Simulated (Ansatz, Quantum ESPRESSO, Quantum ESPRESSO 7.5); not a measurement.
**1T-GeF2, 2 layers, AA stacking: response to a perpendicular field**

How does 1T-GeF2, 2 layers, AA stacking respond to a gate-like field without added charge?

Method: plane-wave DFT, PBE, GBRV ultrasoft pseudopotentials (geometry and cross-check by Ansatz 0.2.0 with PAW datasets; geometry under PBE-D3(BJ)), in Quantum ESPRESSO 7.5.

### 1. Starting point

The cell holds 6 atoms: 4 F and 2 Ge. Cell: a = 2.413 Å, b = 2.413 Å, c = 24.403 Å, α = 90.0°, β = 90.0°, γ = 120.0°. It derives from GeF2. Vacuum lies along c.

This sheet is a model structure: its symmetry is held, and its stability is not tested here.

### 2. Geometry from Ansatz

The geometry comes first, from a plane-wave PAW code, so that the later runs on this slab share one structure.

Contents of input.yaml:

```yaml
crystal:
  lattice:
    - [2.41304, 0.0, 0.0]
    - [-1.20652, 2.0897539403, 0.0]
    - [0.0, 0.0, 24.4026417235]
  atoms:
    - { symbol: F, position: [0.6666666667, 0.3333333333, 0.3483229437] }
    - { symbol: Ge, position: [0.0, 0.0, 0.3903536567] }
    - { symbol: F, position: [0.3333333333, 0.6666666667, 0.4323843697] }
    - { symbol: F, position: [0.6666666667, 0.3333333333, 0.5676156303] }
    - { symbol: Ge, position: [0.0, 0.0, 0.6096463433] }
    - { symbol: F, position: [0.3333333333, 0.6666666667, 0.6516770563] }
kpoints:
  mp_grid: { grid: [12, 12, 1] }
hamiltonian:
  xc: pbe
  dispersion: d3bj
scf:
  occupations: { method: fermi_dirac, width: 0.05 }
  convergence: { dr2_threshold: 1.0e-08 }
efield:
  axis: 3
  dipole_correction: true
  ramp_position: 0.97
  ramp_width: 0.04
relax:
  f_tol: 0.01
  cell: { fix: [c, alpha, beta] }
output:
  write_potential: true
  write_density: true
  volumetric_format: npy
```

Launch:

```bash
ansatz run input.yaml --threads 4 --pin off --max-ram 8192MiB --backend cpu --events-out ev --progress --plain --runs-dir out
```

Numbers of over 12 decimals in the logs are rounded to 6 here.

The program printed:

```text
Warning: relax.cell: scf.convergence.dr2_threshold = 1e-8 eV is looser than the 6e-10 eV advised for a relaxation that steers and ends on the stress (1e-10 eV for each atom of the cell: 6). What an SCF threshold leaves in a stress goes as its square root, and in the free energy as the threshold itself, and one threshold admits the most on a small cell: [figures from the program's tests cut] Set scf.convergence.dr2_threshold to 6e-10 eV or tighter. The threshold is an SCF's pass mark: one that does not reach it within its budget of iterations ends unconverged, or closes short of it on a stop that the run arms, and scf.convergence.dr2_threshold's page says what that costs each kind of run
Engine: ansatz 0.2.0, aarch64-unknown-linux-gnu
Pseudopotentials: kind: paw
Pseudopotential: F, paw, valence charge 7, recommended cutoff 420 eV (normal), F.paw.azcp
Pseudopotential: Ge, paw, valence charge 14, recommended cutoff 420 eV (normal), Ge.paw.azcp
Functional definition: PBE
  parameter kappa = 0.804
  parameter beta = 0.066725
  exchange = pbe_x(kappa = kappa, mu = beta*pi^2/3)
  correlation = pbe_c(beta = beta)
Crystal: 6 atoms, lattice volume = 123.054 Å³
Basis set: ecut = 420 eV, 2331 PW (Γ), exchange–correlation on 36×36×360 points (8 copies of the dense FFT grid, shifted against one another)
Bands: 34, of which v1, the nominal top of the filled ones, is band 28 counted from 1 (27 counted from 0)
Symmetry: 6 space group operations
k-points: 19 of 144 (time reversal used)
Non-local potential: F, projectors of the file, l = 0: 2, l = 1: 2, l = 2: 1
Non-local potential: Ge, projectors of the file, l = 0: 2, l = 1: 2, l = 2: 3, l = 3: 1
PAW form: soft (Blöchl's): semilocal exchange-correlation on the pseudo side does not see the compensation charge
PAW one-centre angular grid: F, 110 points (default); XC on 64 Gauss nodes
PAW one-centre angular grid: Ge, 590 points (default); XC on 64 Gauss nodes
Initial density: superposition of atomic densities (neutral atoms: chi_scale 0, normalization atom), corrected by the library's trained network
Initial wavefunctions: pseudopotential atomic-orbital guess
Functional: x = pbe(κ = 0.804, μ = 0.219515), c = pbe(β = 0.066725)
SCF iter   1: F=—  HF=-11793.733004 eV  |F-HF|=—  |Δ(HF+E_count)|=         —  Δρ=2.04e-2  dr2=1.12e1  ethr=1.77e-3  p=-0.000 e·Å  D=-3.96e-4 V/Å  ΔV_dip=0.01 eV  dr2_dipole=4.46e-2  V_vac-E_F(+/−)=-1.09/-1.10 eV  ⟨swp⟩=9.6  Hψ=3620  notcnv=0
efield: sawtooth ramp at fractional position 0.9700 (set: `efield.ramp_position`, or a place that a band, a saddle search or an elastic batch's reference lends), width 0.0400; the density the first Hamiltonian is built on has a dipole p = -0.000 e·Å; the dipole correction subtracts the counter field D = -3.96e-4 V/Å, which shifts the + side's vacuum level by +0.01 eV against the − side's; the planar-averaged density in the ramp window peaks in size at 5.1e-5 e/Å³
preconditioner: auto → LDOS  [metal: Δε(μ)=0.041 eV  Ē_g=24.430 eV  σ=0.050 eV  W_gap=0.20  n_scr=18 (ndim 8)  ℏωp=25.0 eV  f_vac=0.628  D(μ)=2.33/eV (n_scr^D=14)  β→1.0]
SCF iter   2: F=—  HF=-11793.336461 eV  |F-HF|=—  |Δ(HF+E_count)|=   3.97e-1  Δρ=7.97e-3  dr2=1.50e0  ethr=1.77e-3  p=0.005 e·Å  D=7.73e-3 V/Å  ΔV_dip=-0.19 eV  dr2_dipole=1.39e-3  V_vac-E_F(+/−)=0.60/0.84 eV  ⟨swp⟩=3.3  Hψ=1005  notcnv=0  defer=16
SCF iter   3: F=—  HF=-11793.287093 eV  |F-HF|=—  |Δ(HF+E_count)|=   4.94e-2  Δρ=2.24e-3  dr2=6.42e-2  ethr=1.77e-3  p=0.006 e·Å  D=9.26e-3 V/Å  ΔV_dip=-0.23 eV  dr2_dipole=2.33e-6  V_vac-E_F(+/−)=1.59/1.87 eV  ⟨swp⟩=2.9  Hψ=951  notcnv=0  defer=14
SCF iter   4: F=—  HF=-11793.289132 eV  |F-HF|=—  |Δ(HF+E_count)|=   2.04e-3  Δρ=1.07e-3  dr2=2.47e-2  ethr=1.15e-4  p=0.000 e·Å  D=4.38e-4 V/Å  ΔV_dip=-0.01 eV  dr2_dipole=9.48e-5  V_vac-E_F(+/−)=1.09/1.11 eV  ⟨swp⟩=3.7  Hψ=1189  notcnv=0  defer=14
SCF iter   5: F=—  HF=-11793.308484 eV  |F-HF|=—  |Δ(HF+E_count)|=   1.94e-2  Δρ=1.24e-3  dr2=1.03e-1  ethr=4.41e-5  p=-0.003 e·Å  D=-4.24e-3 V/Å  ΔV_dip=0.10 eV  dr2_dipole=2.84e-5  V_vac-E_F(+/−)=0.70/0.57 eV  ⟨swp⟩=3.5  Hψ=1072  notcnv=0  defer=14  recentre
SCF iter   6: F=—  HF=-11793.307112 eV  |F-HF|=—  |Δ(HF+E_count)|=   1.37e-3  Δρ=7.53e-4  dr2=4.61e-2  ethr=4.41e-5  p=-0.006 e·Å  D=-8.82e-3 V/Å  ΔV_dip=0.22 eV  dr2_dipole=2.06e-4  V_vac-E_F(+/−)=0.75/0.49 eV  ⟨swp⟩=2.6  Hψ=761  notcnv=0  defer=14
SCF iter   7: F=—  HF=-11793.299774 eV  |F-HF|=—  |Δ(HF+E_count)|=   7.34e-3  Δρ=6.56e-4  dr2=2.67e-2  ethr=4.41e-5  p=-0.003 e·Å  D=-5.02e-3 V/Å  ΔV_dip=0.12 eV  dr2_dipole=4.99e-5  V_vac-E_F(+/−)=1.02/0.88 eV  ⟨swp⟩=2.5  Hψ=749  notcnv=0  defer=14
SCF iter   8: F=—  HF=-11793.292686 eV  |F-HF|=—  |Δ(HF+E_count)|=   7.09e-3  Δρ=5.42e-4  dr2=3.50e-3  ethr=4.41e-5  p=-0.001 e·Å  D=-1.03e-3 V/Å  ΔV_dip=0.03 eV  dr2_dipole=1.91e-7  V_vac-E_F(+/−)=1.70/1.68 eV  ⟨swp⟩=2.6  Hψ=820  notcnv=0  defer=14
SCF iter   9: F=—  HF=-11793.292956 eV  |F-HF|=—  |Δ(HF+E_count)|=   2.71e-4  Δρ=4.50e-4  dr2=3.59e-3  ethr=6.25e-6  p=0.000 e·Å  D=1.37e-4 V/Å  ΔV_dip=-0.00 eV  dr2_dipole=2.90e-9  V_vac-E_F(+/−)=2.09/2.10 eV  ⟨swp⟩=3.1  Hψ=1084  notcnv=0  defer=14
SCF iter  10: F=—  HF=-11793.293574 eV  |F-HF|=—  |Δ(HF+E_count)|=   6.18e-4  Δρ=2.26e-4  dr2=1.42e-3  ethr=6.25e-6  p=0.000 e·Å  D=5.33e-5 V/Å  ΔV_dip=-0.00 eV  dr2_dipole=1.22e-8  V_vac-E_F(+/−)=1.97/1.97 eV  ⟨swp⟩=2.5  Hψ=740  notcnv=0  defer=14
SCF iter  11: F=—  HF=-11793.293561 eV  |F-HF|=—  |Δ(HF+E_count)|=   1.30e-5  Δρ=4.49e-5  dr2=1.10e-5  ethr=2.53e-6  p=-0.000 e·Å  D=-1.09e-4 V/Å  ΔV_dip=0.00 eV  dr2_dipole=2.63e-7  V_vac-E_F(+/−)=1.81/1.81 eV  ⟨swp⟩=1.8  Hψ=700  notcnv=0  defer=14
SCF iter  12: F=—  HF=-11793.293579 eV  |F-HF|=—  |Δ(HF+E_count)|=   1.79e-5  Δρ=3.09e-5  dr2=4.23e-6  ethr=1.97e-8  p=-0.000 e·Å  D=-7.25e-5 V/Å  ΔV_dip=0.00 eV  dr2_dipole=4.75e-8  V_vac-E_F(+/−)=1.81/1.81 eV  ⟨swp⟩=3.5  Hψ=1325  notcnv=0  defer=14
SCF iter  13: F=—  HF=-11793.293581 eV  |F-HF|=—  |Δ(HF+E_count)|=   2.38e-6  Δρ=1.32e-5  dr2=3.89e-6  ethr=7.55e-9  p=-0.000 e·Å  D=-1.29e-5 V/Å  ΔV_dip=0.00 eV  dr2_dipole=3.87e-9  V_vac-E_F(+/−)=1.82/1.82 eV  ⟨swp⟩=1.9  Hψ=712  notcnv=0  defer=14
SCF iter  14: F=—  HF=-11793.293581 eV  |F-HF|=—  |Δ(HF+E_count)|=   7.12e-8  Δρ=3.65e-6  dr2=2.97e-7  ethr=6.95e-9  p=0.000 e·Å  D=7.10e-6 V/Å  ΔV_dip=-0.00 eV  dr2_dipole=5.27e-9  V_vac-E_F(+/−)=1.82/1.82 eV  ⟨swp⟩=1.6  Hψ=664  notcnv=0  defer=13
[...]
iter 1 solved again at ethr=7.61e-8 eV; its pass at ethr=3.10e-3 eV (dr2=4.26e-5 eV) is discarded
SCF iter   1: F=—  HF=-11823.930395 eV  |F-HF|=—  |Δ(HF+E_count)|=         —  Δρ=1.85e-4  dr2=2.32e-6  ethr=7.61e-8  p=0.000 e·Å  D=1.66e-6 V/Å  ΔV_dip=-0.00 eV  dr2_dipole=4.29e-15  V_vac-E_F(+/−)=5.69/5.69 eV  ⟨swp⟩=4.4  Hψ=4683  notcnv=0
efield: sawtooth ramp at fractional position 0.9700 (set: `efield.ramp_position`, or a place that a band, a saddle search or an elastic batch's reference lends), width 0.0400; the density the first Hamiltonian is built on has a dipole p = 0.000 e·Å; the dipole correction subtracts the counter field D = 1.66e-6 V/Å, which shifts the + side's vacuum level by -0.00 eV against the − side's; the planar-averaged density in the ramp window peaks in size at 1.5e-6 e/Å³
preconditioner: auto → Resta (q_TF=auto, 2.092 Å⁻¹)  ε∞=1.8  [insulator: Δε(μ)=2.518 eV  Ē_g=18.660 eV  σ=0.050 eV  W_gap=1.00  n_scr=46 (ndim 8)  ℏωp=16.7 eV  f_vac=0.653  D(μ)=0.00/eV (n_scr^D=0)  ε∞_Penn≈1.8  vacuum switching on, ρ_ref=2.5e-2 e/Å³]
SCF iter   2: F=—  HF=-11823.934061 eV  |F-HF|=—  |Δ(HF+E_count)|=   3.67e-3  Δρ=9.26e-5  dr2=7.09e-7  ethr=4.15e-9  p=0.000 e·Å  D=1.63e-6 V/Å  ΔV_dip=-0.00 eV  dr2_dipole=5.87e-15  V_vac-E_F(+/−)=5.69/5.69 eV  ⟨swp⟩=2.1  Hψ=940  notcnv=0
SCF iter   3: F=—  HF=-11823.935712 eV  |F-HF|=—  |Δ(HF+E_count)|=   1.65e-3  Δρ=2.93e-5  dr2=2.39e-7  ethr=1.27e-9  p=0.000 e·Å  D=1.58e-6 V/Å  ΔV_dip=-0.00 eV  dr2_dipole=9.09e-15  V_vac-E_F(+/−)=5.69/5.69 eV  ⟨swp⟩=2.2  Hψ=955  notcnv=0
SCF iter   4: F=—  HF=-11823.936040 eV  |F-HF|=—  |Δ(HF+E_count)|=   3.28e-4  Δρ=1.58e-6  dr2=4.05e-9  ethr=1.79e-11  p=0.000 e·Å  D=1.61e-6 V/Å  ΔV_dip=-0.00 eV  dr2_dipole=8.14e-13  V_vac-E_F(+/−)=5.69/5.69 eV  ⟨swp⟩=8.1  Hψ=4772  notcnv=0
SCF iter   5: F=-11823.936042 eV  HF=-11823.936041 eV  |F-HF|=2.70e-7  |Δ(HF+E_count)|=   1.37e-6  Δρ=9.16e-7  dr2=2.29e-9  ethr=7.23e-12  p=0.000 e·Å  D=1.29e-6 V/Å  ΔV_dip=-0.00 eV  dr2_dipole=3.51e-14  V_vac-E_F(+/−)=5.69/5.69 eV  ⟨swp⟩=6.0  Hψ=3781  notcnv=0
WARN: dispersion: an atom stands within reach of a switch of its C6 between two reference coordination numbers of its element: through that C6 alone, e_disp changes by 0.025 eV or more while the distances to its neighbours run over a stretch of 0.05 Å that contains this geometry (sites counted from 0 in the run's list of atoms or, in a supercell that it derives, in that cell's: here a list of 6) — site 1 (Ge): coordination number 3.271 (about 2.71 to 3.84 with every neighbour 0.05 Å farther or nearer), switch near 3.408 between the references 2.919 (weight 0.74) and 3.897 (weight 0.26), e_disp changing by some 0.03 eV; [rest of the remark cut]
SCF 28 converged in 5 iterations: F = -11823.936042 eV  dr2 = 2.29e-9
relax step  28: F+E_penalty+E_count = -11823.93604154 eV  Δ(F+E_penalty+E_count) = -1.316e-3 eV  max|allowed force component| = 2.464e-3 eV/Å  Δτ_max = 0.0000 Å  P = -0.012 GPa  Ω = 275.633 Å³  fix = [c, alpha, beta]  reactions: c -0.006 GPa  stress off target by 1.49e-2 GPa on what of the cell is left free  SCF on the basis re-selected at this cell (its energy is not comparable with the rows above)  (5 SCF iters)
basis re-selected at this cell: Δ(F+E_penalty+E_count) = -1.316e-3 eV, ΔP = +0.002 GPa vs the last step (what re-selecting the basis moved, of the pressure what is left beyond the Pulay correction that the steps carried, after the strain that the cell walked since its last selection, with what the two solves' SCF thresholds leave and, on support functions, any second-order correction that the steps lacked; it is no m [...]
WARN: The output density's exchange-correlation potential varies sharply where the density is thin. Do not read a vacuum level from v_tot or v_xc, or from such a field of the output density. On a cell that repeats whose density bears no net charge and no dipole along the vacuum's axis use v_es (v_loc + v_h of the components); under efield.dipole_correction with no amplitude use v_es + v_field, which holds any externa [...]
dispersion: the relaxed geometry stands within reach of a switch of an atom's C6, across which e_disp changes (each atom's share, over what another start of this relaxation can change, by strains that relax.cell.fix and crystal.periodic leave, which move a neighbour at the mean distance by 0.05 Å at the most, and each atom moved with its periodic images by 0.025 Å at the most, and none along a coordinate that relax.c [...]
SCF converged after 5 iterations
Free energy (F): -11823.936042 eV
Harris-Foulkes:  -11823.936041 eV  (|F-HF|=2.70e-7)
Internal energy: -11823.936042 eV  (E = F + TS)
E sigma→0 (E₀):  -11823.936042 eV
Fermi energy:    -2.089621 eV
Dipole field:    D = 0.000002 V/Å  (p = 0.000002 e·Å, saw-weighted, corrected)
Work function:   Φ+ = 5.6889 eV   Φ− = 5.6889 eV
Levels:          The Fermi level and band energies are counted from a zero that moves with the ramp; work functions are not
--- Per-component energies (eV) ---
  E_band       = -936.294737
  E_kinetic    = 1036.151402
  E_local      = -53663.986092  (includes V_loc(G=0)·N_el)
  E_nonlocal   = 1114.307981
  E_hartree    = 25982.684099
  E_xc         = -467.586822
  E_vxc        = -533.516925  (∫ρ·V_xc dr)
  E_paw        = -4822.137669  (= ΣΔE_a)
  E_vpaw       = -854.634279  (= ΣTr[D̂ρ^β])
  E_aug_tail   = 0.009020  (compensation charges beyond the density's cutoff)
  E_efield     = 0.000000  (sawtooth field / dipole correction)
  E_vefield    = -0.000021  (∫n·V_field dr)
  E_ewald      = 18997.157600
  E_disp       = -0.535560  (pairwise vdW)
  E_smearing   = -0.000000  (= −TS)
  E_closure    = 0.000000  (closes the sum)
  Σ components = -11823.936042   (vs F -11823.936042, Δ=0.00e0)
--- Forces (eV/Å), atoms counted from 1 ---
  atom   1  F     -0.00000000    -0.00000000     0.00217831
  atom   2  Ge    -0.00000000    -0.00000000    -0.00027719
  atom   3  F      0.00000000     0.00000000    -0.00246415
  atom   4  F     -0.00000000    -0.00000000     0.00246304
  atom   5  Ge     0.00000000     0.00000000     0.00027877
  atom   6  F      0.00000000     0.00000000    -0.00217850
  max |Σ_I F_I| component: 2.80e-7 eV/Å
--- Stress (GPa, compression-positive) ---
       -0.014851       0.000000      -0.000000
        0.000000      -0.014851      -0.000000
       -0.000000      -0.000000      -0.006020
  P = ⅓ Tr σ = -0.0119 GPa (-0.119 kbar)
--- Band table (eV; the first three rows and the last of 19) ---
  k-point 0: bands = [... 24 lower, -6.2696, -5.8382, -5.4617, -4.9411, -0.8733, -0.3099, 2.9641, 2.9641, ... 2 higher]
  k-point 1: bands = [... 24 lower, -6.1224, -5.8032, -5.2684, -4.8536, -0.7525, -0.1864, 2.6831, 2.7629, ... 2 higher]
  k-point 2: bands = [... 24 lower, -5.9930, -5.7704, -4.8301, -4.6117, -0.4356, 0.1366, 2.1609, 2.3700, ... 2 higher]
  k-point 18: bands = [... 24 lower, -5.8831, -5.8831, -3.4349, -3.3914, 1.3888, 1.9553, 2.2311, 2.2311, ... 2 higher]
--- Relaxed structure (23 steps of the walk, 22 accepted, 5 SCFs on fresh bases) ---
  F+E_penalty+E_count = -11823.93604154 eV   max|allowed force component| = 2.464e-3 eV/Å   (the final SCF, on the basis selected at the relaxed cell)
  cell:  # Å, volume = 275.6331 Å³
    - [3.611453, 0, 0]
    - [-1.805726, 3.127610, 0]
    - [0, 0, 24.4026417235]
  atoms:
    - { symbol: F, position: [0.666667, 0.333333, 0.370382] }
    - { symbol: Ge, position: [1.5405972574288968e-17, 0, 0.410936] }
    - { symbol: F, position: [0.333333, 0.666667, 0.451283] }
    - { symbol: F, position: [0.666667, 0.333333, 0.548717] }
    - { symbol: Ge, position: [-1.5405981569709292e-17, 0, 0.589064] }
    - { symbol: F, position: [0.333333, 0.666667, 0.629618] }
```

The job ended after 90 s (4 threads of Arm Neoverse V1, shared host; peak memory 0.63 GiB; 5.8 min of CPU time).

The steps of the relaxation (22 of 28):

```csv
step,energy less that of the first step (eV),largest force component (eV/Å),pressure (GPa),volume (Å³)
1,0.0000,21.5498,114.34,123.05
2,-16.1969,11.5047,59.44,135.33
4,-26.3223,1.4359,7.62,161.77
5,-26.6614,0.3954,-0.44,171.10
6,-26.6908,0.1300,-1.00,168.43
7,-26.6953,0.0078,-1.03,169.19
9,-28.5683,0.0349,4.88,183.93
10,-29.0739,0.2311,2.19,198.88
11,-29.3137,0.2291,-0.31,214.43
13,-29.3416,0.0174,-0.43,219.79
14,-29.3422,0.0042,-0.41,219.67
15,-29.3424,0.0005,-0.42,219.61
16*,-29.9382,0.0062,2.84,219.61
18,-30.3901,0.0533,0.27,252.65
19,-30.3888,0.0256,-0.14,259.49
20,-30.3916,0.0033,-0.10,258.99
22,-30.6122,0.0611,0.57,268.67
23,-30.4748,0.3564,-1.74,286.71
24,-30.6152,0.0274,-0.06,274.20
25,-30.6150,0.0037,0.02,274.41
27,-30.6411,0.0025,-0.01,275.63
28*,-30.6425,0.0025,-0.01,275.63
```

Relaxation steps marked * repeat the geometry before them on a plane-wave basis chosen anew for their cell, so energy and pressure can jump there. Other such steps can lie between the rows shown. Relaxation step 23 was tried and not accepted.

Forces are held to the 6 operations that the run works with; a distortion that breaks them can't arise in this run.

```csv
cell as run,before,after,change
a (Å),2.413,3.611,+49.7 %
b (Å),2.413,3.611,+49.7 %
```

The atoms that moved most (Å, along periodic axes as changes of fractional coordinates times the final cell, across vacuum about the mean position):

```csv
atom,dx,dy,dz,length
F1,0.000,0.000,0.538,0.538
F6,0.000,0.000,-0.538,0.538
Ge5,0.000,0.000,-0.502,0.502
Ge2,0.000,0.000,0.502,0.502
F3,0.000,0.000,0.461,0.461
F4,0.000,0.000,-0.461,0.461
```

The relaxed structure:

```xyz
6
Lattice="3.6115 0.0000 0.0000 -1.8057 3.1276 0.0000 0.0000 0.0000 24.4026" Properties=species:S:1:pos:R:3
F     1.8057    1.0425    9.0383
Ge    0.0000    0.0000   10.0279
F     0.0000    2.0851   11.0125
F     1.8057    1.0425   13.3902
Ge    0.0000    0.0000   14.3747
F     0.0000    2.0851   15.3643
```

This step gave:

* free energy: -11823.9360 eV
* Fermi energy: -2.090 eV
* gap by band count: 2.518 eV
* symmetry operations: 6
* dipole along the normal: 2.29e-6 e·Å
* vacuum level at the upper face over a Fermi level inside the gap: 5.689 eV
* vacuum level at the lower face over a Fermi level inside the gap: 5.689 eV

(Part 1 of 6 ends here.)

[Logs are printed without paths, hosts, clocks, repeated set-up lines and the standing remarks that a program may print on its own settings, such as how far it seeks lower states.]

[Hosts, paths, dates, database ids (printed as entryN), source tags and the programs' standing remarks are cut or masked in the printed files.]

[Maps of the electrostatic potential energy from Ansatz leave out the sawtooth potential of an applied field or a dipole correction, so their vacuum need not be flat; planar profiles and work functions include it.]
